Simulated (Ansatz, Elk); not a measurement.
# How RbLuSeS (model structure) absorbs and reflects light, part 2 of 2

Aim: the dielectric function of RbLuSeS (model structure), and the optical constants that follow from it. This is a made-up structure; whether it can be made isn't tested. It was built so: 1 of the 2 Se atoms of the cell replaced by S in the R-3m structure of RbLuSe2. The cell is first relaxed with Ansatz.

Elk 11.2.3 (patched build); DFT, LDA, all-electron APW+lo, Dirac cores, scalar-relativistic bands, independent-particle optical response without local fields.

So far: The system as given; Relaxation.

## 3. Ground state

The self-consistent density comes first; it also tells whether there is a gap, which decides the occupations and the need for a Drude term.

This step: DFT, LDA, all-electron APW+lo, Dirac cores, scalar-relativistic bands, ground state (Elk 11.2.3 (patched build)).

The input, elk.in:

```
tasks
  0
  120

xctype
  3

nempty
  10

lorbcnd
  .true.

rgkmax
  7.0

swidth
  0.0018375

maxscl
  100

epsengy
  1e-05

sppath
  './'

avec
  3.7404809877 2.1595677082 14.3385531714
  -3.7404809877 2.1595677082 14.3385531714
  0.0000000000 -4.3191354072 14.3385531729

atoms
  4
  'Lu.in'
  1
  0.4967288538 0.4967288538 0.4967288538   0.000 0.000 0.000
  'Rb.in'
  1
  0.0021578470 0.0021578470 0.0021578470   0.000 0.000 0.000
  'Se.in'
  1
  0.2318707827 0.2318707827 0.2318707827   0.000 0.000 0.000
  'S.in'
  1
  0.7692425165 0.7692425165 0.7692425165   0.000 0.000 0.000

ngridk
  6 6 6

vkloff
  0.2500 0.5000 0.6250
```

Launch:

```
$ OMP_NUM_THREADS=2 elk
```

The program printed:

```text
┌─────────────────────────┐
│ Elk code version 11.2.3 │
└─────────────────────────┘

All units are atomic (Hartree, Bohr, etc.)

┌─────────────────────────────────────────────────┐
│ Ground-state run starting from atomic densities │
└─────────────────────────────────────────────────┘

Lattice vectors :
   3.740480988       2.159567708       14.33855317
  -3.740480988       2.159567708       14.33855317
   0.000000000      -4.319135407       14.33855317

Reciprocal lattice vectors :
  0.8398900205      0.4849107295      0.1460673944
 -0.8398900205      0.4849107295      0.1460673944
 -0.1000728663E-16 -0.9698214589      0.1460673947

Unit cell volume      :    694.9456766
Brillouin zone volume :   0.3569346811

Muffin-tin inner radius fraction :   0.1000000000E-01

Nuclei treated as point charges

Species : 1 (Lu)
 parameters loaded from : Lu.in
 name : lutetium
 nuclear charge    :   -71.00000000
 electronic charge :    71.00000000
 atomic mass :    318945.3298
 muffin-tin radius :    2.788100669
 number of radial points in muffin-tin :    697
 inner part over the whole radius :   0.9974494976E-02
 number on inner part of muffin-tin    :    500
 approximate nuclear radius :   0.9954169502E-04
 number of mesh points to nuclear radius :    259
 atomic positions (lattice), magnetic fields (Cartesian) :
  1 :   0.00000000  0.00000000  0.00000000    0.00000000  0.00000000  0.00000000

Species : 2 (Rb)
 parameters loaded from : Rb.in
 name : rubidium
 nuclear charge    :   -37.00000000
 electronic charge :    37.00000000
 atomic mass :    155798.2686
 muffin-tin radius :    2.600000000
 number of radial points in muffin-tin :    597
 inner part over the whole radius :   0.9947532429E-02
 number on inner part of muffin-tin    :    424
 approximate nuclear radius :   0.7999050501E-04
 number of mesh points to nuclear radius :    207
 atomic positions (lattice), magnetic fields (Cartesian) :
  1 :   0.50542899  0.50542899  0.50542899    0.00000000  0.00000000  0.00000000

Species : 3 (Se)
 parameters loaded from : Se.in
 name : selenium
 nuclear charge    :   -34.00000000
 electronic charge :    34.00000000
 atomic mass :    143935.2749
 muffin-tin radius :    2.389800573
 number of radial points in muffin-tin :    497
 inner part over the whole radius :   0.9988616848E-02
 number on inner part of muffin-tin    :    352
 approximate nuclear radius :   0.7785908700E-04
 number of mesh points to nuclear radius :    172
 atomic positions (lattice), magnetic fields (Cartesian) :
  1 :   0.73514193  0.73514193  0.73514193    0.00000000  0.00000000  0.00000000

Species : 4 (S)
 parameters loaded from : S.in
 name : sulphur
 nuclear charge    :   -16.00000000
 electronic charge :    16.00000000
 atomic mass :    58450.91931
 muffin-tin radius :    2.200000000
 number of radial points in muffin-tin :    397
 inner part over the whole radius :   0.9701357800E-02
 number on inner part of muffin-tin    :    277
 approximate nuclear radius :   0.6195814986E-04
 number of mesh points to nuclear radius :    126
 atomic positions (lattice), magnetic fields (Cartesian) :
  1 :   0.27251366  0.27251366  0.27251366    0.00000000  0.00000000  0.00000000

Total number of atoms per unit cell :    4
Total muffin-tin volume :    266.1800970
 ratio of muffin-tin to unit cell volume :   0.3830228836

Spin treatment :
 spin-unpolarised

Number of Bravais lattice symmetries :   12
Number of crystal symmetries         :    6
Crystal has no inversion symmetry
Complex Hermitian eigensolver will be used

k-point grid :      6     6     6
k-point offset :   0.2500000000      0.5000000000      0.6250000000
k-point set is reduced with full crystal symmetry group
Total number of k-points :      216

Muffin-tin radius times maximum |G+k| :    7.000000000
 using average radius
Maximum |G+k| for APW functions       :    2.806201356
Maximum (1/2)|G+k|²                   :    3.937383026
Maximum |G| for potential and density :    12.00000000
Constant for pseudocharge density :    8
 order of it for each species :   15  15  15  15
 order of it for pair densities of each species (exact exchange by exxq0 0: 15) :   12  11   9   6
Radial integration step length :    1

G-vector grid sizes :     60    60    60
Number of G-vectors :    20281

Maximum angular momentum used for
 APW functions            :    8
 outer part of muffin-tin :    6
 inner part of muffin-tin :    2

Total nuclear charge    :   -158.0000000
Total core charge       :    102.0000000
Total valence charge    :    56.00000000
Total excess charge     :    0.000000000
Total electronic charge :    158.0000000

Effective Wigner radius, rₛ :    1.016408731

Number of empty states         :     40
Total number of valence states :     69
Total number of core states    :    102

Conduction state local-orbitals added automatically
Third-order local-orbitals added for an l without core states : F
Total number of local-orbitals :    251

Exchange-correlation functional :      3     0     0
 Perdew-Wang/Ceperley-Alder, Phys. Rev. B 45, 13244 (1992)
 gradient requirement :    0
 local density approximation (LDA)

Smearing type :    3
 Fermi-Dirac
Smearing width :   0.1837500000E-02
Effective electronic temperature (K) :    580.2366081

Mixing type :    3
 Broyden mixing, J. Phys. A: Math. Gen. 17, L317 (1984)

Kohn-Sham potential initialised from atomic data

┌──────────────────────────────┐
│ Self-consistent loop started │
└──────────────────────────────┘

┌─────────────────┐
│ Loop number : 1 │
└─────────────────┘

Energies :
 Fermi                       :     0.561448E-01
 sum of occupied eigenvalues :     -12298.510057576
 electron kinetic            :      22181.658089024
 core electron kinetic       :      21431.070875201
 Coulomb                     :     -42057.892814481
 Coulomb potential           :     -33811.720035410
 nuclear-nuclear             :     -1668.8908322113
 electron-nuclear            :     -46996.580067971
 Hartree                     :      6607.5780857014
 Madelung                    :     -25152.032796776
 xc potential                :     -668.44811119040
 exchange                    :     -485.00679944538
 correlation                 :     -15.005132
 electron entropic           :    -0.406797E-11
 total energy                :     -20376.246656404

Density of states at Fermi energy :   0.5520751173E-07
 (states/Hartree/unit cell)

Estimated indirect band gap :   0.9540567635E-01
 from k-point 216 to k-point 90
Estimated direct band gap   :   0.1218797340
 at k-point 90

Charges :
 core                        :    102.0000000
 valence                     :    56.00000000
 interstitial                :    5.777158478
 muffin-tins (core leakage)
  species : 1 (Lu)
   atom 1                    :    69.09773888     ( -0.4295680398E-05)
  species : 2 (Rb)
   atom 1                    :    35.36218624     (  0.9074508852E-04)
  species : 3 (Se)
   atom 1                    :    32.85084526     (  0.5889867871E-04)
  species : 4 (S)
   atom 1                    :    14.91207115     (  0.6402417782E-04)
 total in muffin-tins        :    152.2228415
 total calculated charge     :    157.9970899
 total charge                :    158.0000000
 error                       :   0.2910077242E-02

┌─────────────────┐
│ Loop number : 2 │
└─────────────────┘

Energies :
 Fermi                       :     0.575280E-01
 sum of occupied eigenvalues :     -12298.456745239
 electron kinetic            :      22181.287444519
 core electron kinetic       :      21430.759558776
 Coulomb                     :     -42058.054974690
 Coulomb potential           :     -33811.551684035
 nuclear-nuclear             :     -1668.8908322113
 electron-nuclear            :     -46997.070093328
 Hartree                     :      6607.9059508485
 Madelung                    :     -25152.279132673
 xc potential                :     -668.19250572231
 exchange                    :     -485.01263146080
 correlation                 :     -15.005152
 electron entropic           :    -0.406736E-11
 total energy                :     -20376.785313696

Density of states at Fermi energy :   0.5522501509E-07
 (states/Hartree/unit cell)

Estimated indirect band gap :   0.9490723898E-01
 from k-point 216 to k-point 90
Estimated direct band gap   :   0.1215430790
 at k-point 90

Charges :
 core                        :    102.0000000
 valence                     :    56.00000000
 interstitial                :    5.782459467
 muffin-tins (core leakage)
  species : 1 (Lu)
   atom 1                    :    69.10279554     ( -0.4297000892E-05)
  species : 2 (Rb)
   atom 1                    :    35.36353155     (  0.9068755809E-04)
  species : 3 (Se)
   atom 1                    :    32.84614312     (  0.5892533905E-04)
  species : 4 (S)
   atom 1                    :    14.90507031     (  0.6409107039E-04)
 total in muffin-tins        :    152.2175405
 total calculated charge     :    157.9970946
 total charge                :    158.0000000
 error                       :   0.2905384832E-02

RMS change in Kohn-Sham potential (target) :   0.1398372108     (  0.1000000000E-05)
Absolute change in total energy (target)   :   0.5386572929     (  0.1000000000E-04)

[... 14 loops left out ...]

┌──────────────────┐
│ Loop number : 17 │
└──────────────────┘

Energies :
 Fermi                       :     0.187517
 sum of occupied eigenvalues :     -12284.707117784
 electron kinetic            :      22185.866538289
 core electron kinetic       :      21431.961853473
 Coulomb                     :     -42061.379652188
 Coulomb potential           :     -33807.380703196
 nuclear-nuclear             :     -1668.8908322113
 electron-nuclear            :     -47007.853744899
 Hartree                     :      6615.3649249213
 Madelung                    :     -25157.689300591
 xc potential                :     -663.19295287766
 exchange                    :     -485.09123664085
 correlation                 :     -15.002613
 electron entropic           :    -0.520080E-10
 total energy                :     -20375.606963799

Density of states at Fermi energy :   0.7977598014E-06
 (states/Hartree/unit cell)

Estimated indirect band gap :   0.6386570419E-01
 from k-point 216 to k-point 90
Estimated direct band gap   :   0.9504542507E-01
 at k-point 90

Charges :
 core                        :    102.0000000
 valence                     :    56.00000000
 interstitial                :    6.052229743
 muffin-tins (core leakage)
  species : 1 (Lu)
   atom 1                    :    69.32485973     ( -0.4333500200E-05)
  species : 2 (Rb)
   atom 1                    :    35.43209491     (  0.8820092121E-04)
  species : 3 (Se)
   atom 1                    :    32.60729809     (  0.5847526301E-04)
  species : 4 (S)
   atom 1                    :    14.58351752     (  0.6441135668E-04)
 total in muffin-tins        :    151.9477703
 total calculated charge     :    157.9973747
 total charge                :    158.0000000
 error                       :   0.2625298152E-02

RMS change in Kohn-Sham potential (target) :   0.2515083555E-07 (  0.1000000000E-05)
Absolute change in total energy (target)   :   0.2375036274E-05 (  0.1000000000E-04)

Convergence targets achieved

┌──────────────────┐
│ Loop number : 18 │
└──────────────────┘

Energies :
 Fermi                       :     0.187517
 sum of occupied eigenvalues :     -12284.707120589
 electron kinetic            :      22185.866536702
 core electron kinetic       :      21431.961852159
 Coulomb                     :     -42061.379653831
 Coulomb potential           :     -33807.380704200
 nuclear-nuclear             :     -1668.8908322113
 electron-nuclear            :     -47007.853747213
 Hartree                     :      6615.3649255930
 Madelung                    :     -25157.689301732
 xc potential                :     -663.19295309174
 exchange                    :     -485.09123669724
 correlation                 :     -15.002613
 electron entropic           :    -0.520081E-10
 total energy                :     -20375.606967087

Density of states at Fermi energy :   0.7977603952E-06
 (states/Hartree/unit cell)

Estimated indirect band gap :   0.6386570101E-01
 from k-point 216 to k-point 90
Estimated direct band gap   :   0.9504542130E-01
 at k-point 90

Charges :
 core                        :    102.0000000
 valence                     :    56.00000000
 interstitial                :    6.052229729
 muffin-tins (core leakage)
  species : 1 (Lu)
   atom 1                    :    69.32485973     ( -0.4333500527E-05)
  species : 2 (Rb)
   atom 1                    :    35.43209493     (  0.8820092696E-04)
  species : 3 (Se)
   atom 1                    :    32.60729809     (  0.5847526105E-04)
  species : 4 (S)
   atom 1                    :    14.58351753     (  0.6441135441E-04)
 total in muffin-tins        :    151.9477703
 total calculated charge     :    157.9973747
 total charge                :    158.0000000
 error                       :   0.2625298133E-02

┌──────────────────────────────┐
│ Self-consistent loop stopped │
└──────────────────────────────┘

Wrote STATE.OUT
```

Wall time 5.9 min (2 threads of Arm Neoverse V2, shared host); peak memory 0.32 GiB.

This step gave:

```
total energy           : -20376 Ha
Fermi energy           : 5.103 eV
DOS at the Fermi level : 2.93e-8 states/eV/cell
gap on the k-mesh      : 1.738 eV
direct gap on the mesh : 2.586 eV
```

There is a gap, 1.74 eV on this mesh (points off the mesh can give less), so no carriers' term is needed.

## 4. Independent particles

The spectrum is a sum over vertical transitions between filled and empty bands at the fixed density, so many empty bands are needed.

This step: DFT, LDA, all-electron APW+lo, Dirac cores, scalar-relativistic bands, independent-particle optical response without local fields (Elk 11.2.3 (patched build)).

Edit elk.in of step 3 so:

```diff
@@ -1,4 +1,7 @@
 tasks
-  0
-  120
+  121
+
+optcomp
+  1 1
+  3 3
 
@@ -17,9 +20,7 @@
 swidth
-  0.0018375
+  0.0036749
 
-maxscl
-  100
-
-epsengy
-  1e-05
+wplot
+  400 100 0
+  0.0 1.10248
```

Launch:

```
$ OMP_NUM_THREADS=2 elk
```

The program printed:

```text
┌─────────────────────────────────┐
│ Elk code version 11.2.3 started │
└─────────────────────────────────┘

┌────────────────────┐
│ Current task : 121 │
└────────────────────┘
Info(checkmt): changed muffin-tin radius of species 1 (Lu) from   2.8000 to   2.7881
Info(checkmt): changed muffin-tin radius of species 3 (Se) from   2.4000 to   2.3898

Info(findsymcrys): atomic basis shift (lattice) :
  0.5032711462      0.5032711462      0.5032711462
See GEOMETRY.OUT for new atomic positions

Info(dielectric):
 dielectric tensor written to EPSILON_ij.OUT
 optical conductivity written to SIGMA_ij.OUT
 for components
  i = 1, j = 1
  i = 3, j = 3

┌──────────────────┐
│ Elk code stopped │
└──────────────────┘
```

Wall time 3.6 s (2 threads); peak memory 0.08 GiB; 7.9 s of CPU time.

Read-outs:

| Item | Value |
| --- | --- |
| electronic dielectric constant ε∞, mean of the axes | 6.468 |

The Im ε has structure finer than the step of the table below, so its rows give means over 1 eV. Peaks (eV: height): E ∥ x 3.3: 11.3, 7.0: 8.37; E ∥ z 3.3: 5.21, 4.2: 5.05, 6.1: 7.52, 7.3: 8.07.

Sum at mesh points, not converged in k; values under the direct gap are tails of Lorentzian lines. The Im ε by photon energy; means over each step:

```csv
photon energy (eV),E ∥ x,E ∥ z
1,0.0725,0.0452
2,0.388,0.196
3,6.96,3.03
4,4.91,4.58
5,4.62,4.49
6,6.79,6.96
7,7.44,7.35
8,4.22,6.25
9,2.90,3.67
10,2.16,2.32
11,1.50,1.36
12,1.35,1.01
13,1.31,1.01
14,1.36,0.888
15,1.51,1.32
16,1.26,1.32
17,1.11,1.04
18,0.897,0.843
19,0.714,0.883
20,0.575,0.860
21,0.428,0.546
22,0.461,0.330
23,0.439,0.283
```

The reflectivity at normal incidence has structure finer than the step of the table below, so its rows give means over 0.5 eV. Peaks (eV: height): E ∥ x 3.30: 38.5, 7.80: 41.3, 9.53: 33.6, 17.10: 17.9; E ∥ z 3.23: 28.2, 8.47: 43.9, 9.60: 44.2, 17.32: 16.2, 20.85: 19.9.

Sum at mesh points, not converged in k. The reflectivity at normal incidence by photon energy; means over each step:

```csv
photon energy (eV),E ∥ x (%),E ∥ z (%)
0.5,19.9,17.6
1.0,20.5,18.1
1.5,21.7,18.9
2.0,24.0,20.4
2.5,29.3,23.7
3.0,34.8,26.1
3.5,32.6,25.3
4.0,22.4,25.2
4.5,21.3,23.0
5.0,23.0,23.1
5.5,25.0,27.9
6.0,30.1,30.8
6.5,31.7,29.2
7.0,37.2,31.9
7.5,40.9,37.6
8.0,39.5,37.9
8.5,33.9,42.8
9.0,29.9,37.8
9.5,31.6,40.8
10.0,28.7,39.0
10.5,28.2,39.5
11.0,23.2,37.6
11.5,18.3,29.2
12.0,15.4,22.0
12.5,13.4,15.6
13.0,13.0,14.2
13.5,11.3,11.7
14.0,9.85,7.46
14.5,12.4,6.43
15.0,14.5,9.68
15.5,16.0,11.8
16.0,14.1,12.5
16.5,15.4,14.9
17.0,16.8,15.6
17.5,15.7,13.6
18.0,15.5,8.30
18.5,15.3,10.6
19.0,15.6,12.3
19.5,13.6,10.8
20.0,11.7,10.1
20.5,11.9,17.7
21.0,9.04,18.9
21.5,6.11,14.8
22.0,6.10,10.0
22.5,5.91,7.35
23.0,8.82,6.52
```

The loss function −Im 1/ε at q → 0 has structure finer than the step of the table below, so its rows give means over 1 eV. Peaks (eV: height): E ∥ x 20.6: 1.81, 23.2: 1.72; E ∥ z 12.3: 1.07, 17.6: 1.30, 21.5: 2.37.

Sum at mesh points, not converged in k; values under the direct gap are tails of Lorentzian lines. The loss function −Im 1/ε at q → 0 by energy loss; means over each step:

```csv
energy loss (eV),E ∥ x,E ∥ z
1,0.00141,0.00117
2,0.00453,0.00363
3,0.0472,0.0374
4,0.131,0.0794
5,0.105,0.0832
6,0.106,0.104
7,0.129,0.122
8,0.216,0.154
9,0.322,0.230
10,0.423,0.314
11,0.642,0.540
12,0.733,0.941
13,0.720,0.968
14,0.648,0.868
15,0.640,0.616
16,0.780,0.715
17,0.907,0.970
18,1.11,1.02
19,1.40,1.07
20,1.57,1.07
21,1.58,1.88
22,1.21,1.90
23,1.46,1.33
```

At chosen wavelengths:

```csv
wavelength (nm),n x,k x,R (%) x,1/α x,n z,k z,R (%) z,1/α z
800,2.76,0.026,21.9,2.5 µm,2.54,0.017,19.0,3.8 µm
633,2.90,0.046,23.7,1.1 µm,2.63,0.028,20.2,1.8 µm
532,3.13,0.099,26.7,429 nm,2.77,0.054,22.1,778 nm
450,3.57,0.642,32.9,56 nm,3.02,0.342,25.8,104 nm
365,2.64,1.878,37.1,15 nm,2.79,0.912,26.5,32 nm
308,2.20,1.062,22.6,23 nm,2.66,0.934,25.5,26 nm
248,2.36,0.954,22.7,21 nm,2.57,0.773,23.0,26 nm
```

Below the direct gap, k and the depth come from the tails of the Lorentzian lines, not from transitions.

Rows near the edge hang on the gap, which this functional as a rule makes too small, and phonon-assisted absorption over an indirect gap is left out.

## 5. Summary of results

* electronic dielectric constant ε∞, mean of the axes (independent particles): 6.47

**Reading.** At this level (LDA, independent particles) RbLuSeS has a mean ε∞ = 6.47 and n = 2.63 at 1550 nm (E ∥ x). The cell shrank by 5.6 % in volume. On the mesh the gap is 1.74 eV and the least direct gap 2.59 eV, so on this mesh the band edges lie at different points. The static values by axis are 6.73 (x), 5.94 (z). Excitons and phonon-assisted transitions are missing, and so are local fields; LDA gaps are as a rule too small, which pulls the onset down and ε∞ up. Spin-orbit coupling is left out although heavy atoms are present. The sum runs over mesh points 0.31 Å⁻¹ apart with no interpolation, so peaks are partly noise of the mesh, and static values can be far off. The mesh is shifted off Γ, so gaps read from it can miss the band edges. Not shown from this task: 4 steps that ran out of time.

[Long decimals in the printed logs are rounded to 6 places.]

[Machine, clock and banner lines and Python warnings are left out of the logs.]

[Logs are printed without paths, hosts, clocks, repeated set-up lines and the standing remarks that a program may print on its own settings, such as how far it seeks lower states.]

[Hosts, paths, dates, database ids (printed as entryN), source tags and the programs' standing remarks are cut or masked in the printed files.]

[Where Elk ran, warnings of its patched build on accuracy (core leakage, angular cutoffs, spin-orbit splittings, empty states, lower magnetic states) are left out.]

[Where the starting crystal was built by hand or by swapping elements, it need not be the compound's stable phase.]

[The count of steps not shown may lack steps that the program refused or didn't finish.]
